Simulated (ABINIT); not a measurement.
Records of electronic-structure calculations.

NaMgF3 (Pm-3m): G0W0 with ABINIT, start to end. The structure is cubic, space group Pm-3m (No. 221). The conventional cell has a = 3.951 Å, b = 3.951 Å, c = 3.951 Å, α = 90.00°, β = 90.00°, γ = 90.00°. Nearest to Na lie 12 F at 2.79 Å. Mg has 6 F at 1.98 Å nearest. Nearest to F lie 2 Mg at 1.98 Å and 4 Na at 2.79 Å. Farther neighbours, and contacts between anions beyond the nearest, are not listed. The calculation used RPA screening on LDA, plane waves, norm-conserving pseudopotentials (and 2 further levels or steps) in ABINIT 10.8.3, with cutoff 38 Ha, PseudoDojo scalar-relativistic 0.4.1 standard, norm-conserving, ngkpt (2, 2, 2), nband 45, ecuteps 3.2 Ha, inclvkb 2, shiftk (0, 0, 0), symchi 1, awtr 1, frequency ppm, 2×2×2 k-mesh. The LDA gap is 5.65 eV, indirect and the G0W0 gap on the mesh is 10.37 eV. The GW settings are 2×2×2 mesh, 45 bands, screening to 87.1 eV, Godby-Needs plasmon pole and the known limits are short of the basis limit; coarse k mesh. It took 5 runs, 49 s in all on 4 MPI ranks of Intel Xeon 6975P-C (Granite Rapids), shared host. G0W0 moves the gap on the mesh from 5.65 eV to 10.37 eV (+4.72 eV), with Z of 0.82 and 0.90 at the edges. Local fields lower the RPA ε∞ on this mesh from 1.95 to 1.90; a Γ-centred mesh this coarse tends to raise both, most where the direct gap is narrow, while a short band sum lowers them. The cell and positions are those that the Materials Project relaxed with its own functionals (PBE, PBE+U or r2SCAN), kept fixed. The 2×2×2 mesh is coarse for this cell, which bears on the long-range parts of exchange and screening.

```
Na Mg F
1.0
     3.95084    0.00000    0.00000
     0.00000    3.95084    0.00000
     0.00000    0.00000    3.95084
Na Mg F
1 1 3
Direct
  0.00000 0.00000 0.00000
  0.50000 0.50000 0.50000
  0.50000 0.50000 0.00000
  0.50000 0.00000 0.50000
  0.00000 0.50000 0.50000
```

[Long decimals in the printed logs are rounded to 6 places.]

[Logs are printed without paths, hosts, clocks, repeated set-up lines and the standing remarks that a program may print on its own settings, such as how far it seeks lower states.]

[Paths, hosts, dates, memory and timing lines, banners, echoed tables and standing remarks are left out of the program output; an Ansatz launch command may be rebuilt from the run's recorded settings. Measured values are a selection of at most five: reports struck by readers or far from the other reports are left out. None is set beside runs whose start may be inverted or whose files or cutoffs have a known fault.]

[Runs of the session that timed out or met a known fault of the program may be left out.]

[Hosts, paths, dates, database ids (printed as entryN), source tags and the programs' standing remarks are cut or masked in the printed files.]

[G0W0 gaps are taken among the corrected bands and points alone; a level outside them can change the order at an edge.]

[Where Ansatz stands beside ABINIT at settings called matched, ABINIT's density can come from a denser mesh and the files from another edition; pairs whose starting gaps differed by over 0.03 eV were left out, so agreement reads better than it is.]
